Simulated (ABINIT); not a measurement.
**Be3N2 (P6_3/mmc): G0W0 with ABINIT, start to end**

Wanted: ground state, empty states, screening and self-energy for Be3N2 (P6_3/mmc).

Calculated with ABINIT 10.8.3; PBEsol and many-body steps on it, plane waves.

## Step 1: Starting point

It takes space group P6_3/mmc (No. 194, hexagonal). Conventional cell: a = 2.842 Å, b = 2.842 Å, c = 9.747 Å, α = 90.00°, β = 90.00°, γ = 120.00°. Be has 4 N at 1.67 to 1.81 Å nearest. Be has 3 N at 1.64 Å nearest. Nearest to N lie 6 Be at 1.81 Å. N has 5 Be at 1.64 to 1.67 Å nearest. Farther neighbours and most contacts between anions are not listed.

The cell and positions are those that the Materials Project relaxed with its own functionals (PBE, PBE+U or r2SCAN), kept fixed.

## Step 2: Ground state

This step: ABINIT 10.8.3; DFT, PBEsol, plane waves, norm-conserving pseudopotentials.

The ground-state density comes first.

File run.abi:

```
acell 3*1.0 Angstrom
rprim 
  2.841679226310 0.000000000023 0.000000000000
  -1.420839613175 2.460966399380 0.000000000000
  0.000000000000 0.000000000000 9.746841010000
ntypat 2
znucl 4 7
natom 10
typat 1 1 1 1 1 1 2 2 2 2
xred 
  0.333333333333 0.666666666667 0.078485970000
  0.666666666667 0.333333333333 0.578485970000
  0.666666666667 0.333333333333 0.921514030000
  0.333333333333 0.666666666667 0.421514030000
  0.000000000000 0.000000000000 0.250000000000
  0.000000000000 0.000000000000 0.750000000000
  0.000000000000 0.000000000000 0.000000000000
  0.000000000000 0.000000000000 0.500000000000
  0.333333333333 0.666666666667 0.250000000000
  0.666666666667 0.333333333333 0.750000000000
pp_dirpath "pseudos"
pseudos "Be.upf, N.upf"
ecut 38
ngkpt 9 9 2
nshiftk 1
shiftk 0 0 0
kptopt 1
chksymbreak 0
nband 31
occopt 1
tolvrs 1e-10
nstep 60
prtwf 0
optforces 0
optstress 0
indata_prefix "in"
outdata_prefix "out"
tmpdata_prefix "tmp"
```

The run is started by

```sh
> OMP_NUM_THREADS=1 mpirun -n 4 abinit run.abi > log
```

Numbers of over 12 decimals in the logs are rounded to 6 here.

Output:

```text
.Version 10.8.3 of ABINIT. v10.8.2 released Aug 2026.

 Symmetries : space group P6_3/m m c (#194); Bravais hP (primitive hexag.)
================================================================================
 Values of the parameters that define the memory need of the present run
     intxc =       0    ionmov =       0      iscf =       7    lmnmax =       4
     lnmax =       4     mgfft =     108  mpssoang =       2    mqgrid =    5112
     natom =      10  nloc_mem =       1    nspden =       1   nspinor =       1
    nsppol =       1      nsym =      24    n1xccc =    2501    ntypat =       2
    occopt =       1   xclevel =       2
-    mband =          31        mffmem =           1         mkmem =           6
       mpw =        5187          nfft =       97200          nkpt =          24
================================================================================
  Rough estimation (10% accuracy) of disk space for files :
================================================================================

--------------------------------------------------------------------------------
------------- Echo of variables that govern the present computation ------------
--------------------------------------------------------------------------------
 -outvars: echo values of preprocessed input variables --------
            acell      1.8897261259E+00  1.8897261259E+00  1.8897261259E+00 Bohr

      chksymbreak           0
             ecut      3.80000000E+01 Hartree
-          fftalg         312

              ixc     -116133
              kpt      0.00000000E+00  0.00000000E+00  0.00000000E+00
                       1.11111111E-01  0.00000000E+00  0.00000000E+00
                       2.22222222E-01  0.00000000E+00  0.00000000E+00
                       3.33333333E-01  0.00000000E+00  0.00000000E+00
                       4.44444444E-01  0.00000000E+00  0.00000000E+00
                       1.11111111E-01  1.11111111E-01  0.00000000E+00
                       2.22222222E-01  1.11111111E-01  0.00000000E+00
                       3.33333333E-01  1.11111111E-01  0.00000000E+00
                       4.44444444E-01  1.11111111E-01  0.00000000E+00
   [... 13 further rows ...]
                       3.33333333E-01  2.22222222E-01  5.00000000E-01
                       3.33333333E-01  3.33333333E-01  5.00000000E-01
         kptrlatt        9    0    0      0    9    0      0    0    2
          kptrlen      3.68377202E+01
P           mkmem           6
            natom          10
            nband          31
            ngfft          30      30     108
             nkpt          24
            nstep          60
             nsym          24
           ntypat           2
              occ      2.000000  2.000000  2.000000  2.000000  2.000000  2.000000
                       2.000000  2.000000  2.000000  2.000000  2.000000  2.000000
                       2.000000  2.000000  2.000000  2.000000  2.000000  2.000000
                       2.000000  2.000000  2.000000  2.000000  0.000000  0.000000
                       0.000000  0.000000  0.000000  0.000000  0.000000  0.000000
                       0.000000
        optforces           0
        optstress           0
            prtwf           0
            rprim      2.8416792263E+00  2.3000000000E-11  0.0000000000E+00
[...]
spgroup         194

           tolvrs      1.00000000E-10

             xred      3.3333333333E-01  6.6666666667E-01  7.8485970000E-02
[...]
znucl        4.00000    7.00000

================================================================================

 chkinp: Checking input parameters for consistency.

================================================================================
== DATASET  1 ==================================================================
-   mpi_nproc: 4, omp_nthreads: 1 (-1 if OMP is not activated)

--- !DatasetInfo
iteration_state: {dtset: 1, }
dimensions: {natom: 10, nkpt: 24, mband: 31, nsppol: 1, nspinor: 1, nspden: 1, mpw: 5187, }
cutoff_energies: {ecut:  38.0, pawecutdg:  -1.0, }
electrons: {nelect:   4.40000000E+01, charge:   0.00000000E+00, occopt:   1.00000000E+00, tsmear:   1.00000000E-02, }

 Real(R)+Recip(G) space primitive vectors, cartesian coordinates (Bohr,Bohr^-1):
 R(1)=  5.3699955  0.0000000  0.0000000  G(1)=  0.1862199  0.1075141  0.0000000
 R(2)= -2.6849977  4.6505525  0.0000000  G(2)=  0.0000000  0.2150282  0.0000000
 R(3)=  0.0000000  0.0000000 18.4188601  G(3)=  0.0000000  0.0000000  0.0542922
 Unit cell volume ucvol=  4.5998241E+02 bohr^3
 Angles (23,13,12)=  9.00000000E+01  9.00000000E+01  1.20000000E+02 degrees

 getcut: wavevector=  0.0000  0.0000  0.0000  ngfft=  30  30 108
         ecut(hartree)=     38.000   => boxcut(ratio)=   2.01471

--- Pseudopotential description ------------------------------------------------
- Be Generated using ONCVPSP code by D. R. Hamann
-  4.00000   4.00000  180301                  znucl, zion, pspdat
12 -116133 1 -1 1358                          pspcod,pspxc,lmax,lloc,mmax
     nproj     2     2
  pspatm : epsatm=    3.86291605
         --- l  ekb(1:nproj) -->
[...]
pspatm: atomic psp has been read  and splines computed

- N Generated using ONCVPSP code by D. R. Hamann
-  7.00000   5.00000  180301                  znucl, zion, pspdat
12 -116133 1 -1 1058                          pspcod,pspxc,lmax,lloc,mmax
     nproj     2     2
  pspatm : epsatm=    5.26508482
         --- l  ekb(1:nproj) -->
[...]
pspatm: atomic psp has been read  and splines computed

   1.94646477E+03                                ecore*ucvol(ha*bohr**3)
--------------------------------------------------------------------------------

_setup2: Arith. and geom. avg. npw (full set) are    5146.821    5146.774

================================================================================

--- !BeginCycle
iteration_state: {dtset: 1, }
solver: {iscf: 7, nstep: 60, nline: 4, wfoptalg: 0, }
tolerances: {tolvrs: 1.00E-10, }

     iter   Etot(hartree)      deltaE(h)  residm     vres2
 ETOT  1  -124.61021129593    -1.246E+02 9.205E-02 1.106E+03
 ETOT  2  -124.82150447578    -2.113E-01 1.520E-02 6.646E+02
 ETOT  3  -125.05569994465    -2.342E-01 4.944E-02 4.788E+00
 ETOT  4  -125.05651687645    -8.169E-04 6.524E-03 1.574E+00
 ETOT  5  -125.05670158098    -1.847E-04 1.911E-03 2.943E-02
 ETOT  6  -125.05670892585    -7.345E-06 3.068E-03 1.252E-02
 ETOT  7  -125.05670990146    -9.756E-07 4.052E-04 1.240E-04
 ETOT  8  -125.05670990844    -6.988E-09 3.901E-04 7.711E-07
 ETOT  9  -125.05670990855    -1.065E-10 1.962E-04 7.633E-09
 ETOT 10  -125.05670990855    -2.416E-12 1.827E-04 2.399E-11

 At SCF step   10       vres2   =  2.40E-11 < tolvrs=  1.00E-10 =>converged.

--- !ResultsGS
iteration_state: {dtset: 1, }
comment   : Summary of ground state results
lattice_vectors:
- [  5.3699955,   0.0000000,   0.0000000, ]
- [ -2.6849977,   4.6505525,   0.0000000, ]
- [  0.0000000,   0.0000000,  18.4188601, ]
lattice_lengths: [   5.37000,    5.37000,   18.41886, ]
lattice_angles: [ 90.000,  90.000, 120.000, ] # degrees, (23, 13, 12)
lattice_volume:   4.5998241E+02
convergence: {deltae: -2.416E-12, res2:  2.399E-11, residm:  1.827E-04, diffor:  0.000E+00, }
etotal    :  -1.25056710E+02
entropy   :   0.00000000E+00
fermie    :   2.09964007E-01
cartesian_stress_tensor: null
pressure_GPa: null
xred      :
- [  3.3333E-01,   6.6667E-01,   7.8486E-02, Be]
- [  6.6667E-01,   3.3333E-01,   5.7849E-01, Be]
- [  6.6667E-01,   3.3333E-01,   9.2151E-01, Be]
- [  3.3333E-01,   6.6667E-01,   4.2151E-01, Be]
- [  0.0000E+00,   0.0000E+00,   2.5000E-01, Be]
- [  0.0000E+00,   0.0000E+00,   7.5000E-01, Be]
- [  0.0000E+00,   0.0000E+00,  -1.3878E-17,  N]
- [  0.0000E+00,   0.0000E+00,   5.0000E-01,  N]
- [  3.3333E-01,   6.6667E-01,   2.5000E-01,  N]
- [  6.6667E-01,   3.3333E-01,   7.5000E-01,  N]
cartesian_forces: null
force_length_stats: {min: null, max: null, mean: null, }

 Integrated electronic density in atomic spheres:
 ------------------------------------------------
 Atom  Sphere_radius  Integrated_density
[...]
================================================================================

 ----iterations are completed or convergence reached----

 Mean square residual over all n,k,spin=   91.609E-08; max=  18.271E-05
 reduced coordinates (array xred) for   10 atoms
[...]
0.000000000000      0.000000000000      0.750000000000
       0.000000000000      0.000000000000     -0.000000000000
       0.000000000000      0.000000000000      0.500000000000
       0.333333333333      0.666666666667      0.250000000000
       0.666666666667      0.333333333333      0.750000000000
 rms dE/dt=  0.0000E+00; max dE/dt=  0.0000E+00; dE/dt below (all hartree)
    1       0.000000000000      0.000000000000      0.000000000000
    2       0.000000000000      0.000000000000      0.000000000000
    3       0.000000000000      0.000000000000      0.000000000000
    4       0.000000000000      0.000000000000      0.000000000000
    5       0.000000000000      0.000000000000      0.000000000000
    6       0.000000000000      0.000000000000      0.000000000000
    7       0.000000000000      0.000000000000      0.000000000000
    8       0.000000000000      0.000000000000      0.000000000000
    9       0.000000000000      0.000000000000      0.000000000000
   10       0.000000000000      0.000000000000      0.000000000000

 cartesian coordinates (angstrom) at end:
[...]
6      0.000000     0.000000     7.310131
    7      0.000000     0.000000    -0.000000
    8      0.000000     0.000000     4.873421
    9     -1.333e-11     1.640644     2.436710
   10      1.420840     0.820322     7.310131
 length scales=  1.889726125908  1.889726125908  1.889726125908 bohr
              =  1.000000000000  1.000000000000  1.000000000000 angstroms
 prteigrs : about to open file out_EIG
 Fermi (or HOMO) energy (hartree) =   0.20996   Average Vxc (hartree)=  -0.43831
 Eigenvalues (hartree) for nkpt=  24  k points:
 kpt#   1, nband= 31, wtk=  0.00617, kpt=  0.0000  0.0000  0.0000 (reduced coord)
  -3.38046   -3.38045   -3.38001   -3.37997   -3.33448   -3.33447   -0.39034   -0.37109
  -0.34531   -0.31131   -0.07069    0.01479    0.08077    0.16651    0.16651    0.18018
   0.18018    0.19206    0.19206    0.19536    0.20996    0.20996    0.43374    0.47009
   0.49349    0.51915    0.51915    0.53731    0.54423    0.54423    0.56582
 prteigrs : prtvol=0 or 1, do not print more k-points.

--- !EnergyTerms
iteration_state     : {dtset: 1, }
comment             : Components of total free energy in Hartree
kinetic             :  8.12800468885848E+01
hartree             :  2.02959654202936E+01
xc                  : -2.67757953133260E+01
Ewald energy        : -7.39105899591382E+01
psp_core            :  4.23160699493024E+00
local_psp           : -6.47668048145574E+01
non_local_psp       : -6.54111391253405E+01
total_energy        : -1.25056709908553E+02
total_energy_eV     : -3.40296643597324E+03
band_energy         : -4.09090846449508E+01

== END DATASET(S) ==============================================================
================================================================================

 -outvars: echo values of variables after computation  --------
           etotal     -1.2505670991E+02
            nband          31
             nkpt          24
          spgroup         194
 [... the other variables as echoed above ...]

 Calculation completed.
```

It took 31 s on 4 MPI ranks of Arm Neoverse V2, shared host; peak memory 0.37 GiB.

This step gave:

| Quantity | Value |
| --- | --- |
| total energy | -3402.9664 eV |
| gap | 3.410 eV |
| k of the valence top | 0, 0, 0 |
| k of the conduction bottom | 0.4444, 0, 0 |
| least direct gap | 4.724 eV |

The gap is indirect, with the least direct gap 1.31 eV higher.

[end of part 1 of 3]

[Paths, hosts, dates, memory and timing lines, banners, echoed tables and standing remarks are left out of the program output.]

[Logs are printed without paths, hosts, clocks, repeated set-up lines and the standing remarks that a program may print on its own settings, such as how far it seeks lower states.]

[Runs of the session that timed out or met a known fault of the program may be left out.]

[Hosts, paths, dates, database ids (printed as entryN), source tags and the programs' standing remarks are cut or masked in the printed files.]

[G0W0 gaps are taken among the corrected bands and points alone; a level outside them can change the order at an edge.]

[Where Ansatz stands beside ABINIT at settings called matched, ABINIT's density can come from a denser mesh and the files from another edition; pairs whose starting gaps differed by over 0.03 eV were left out, so agreement reads better than it is.]
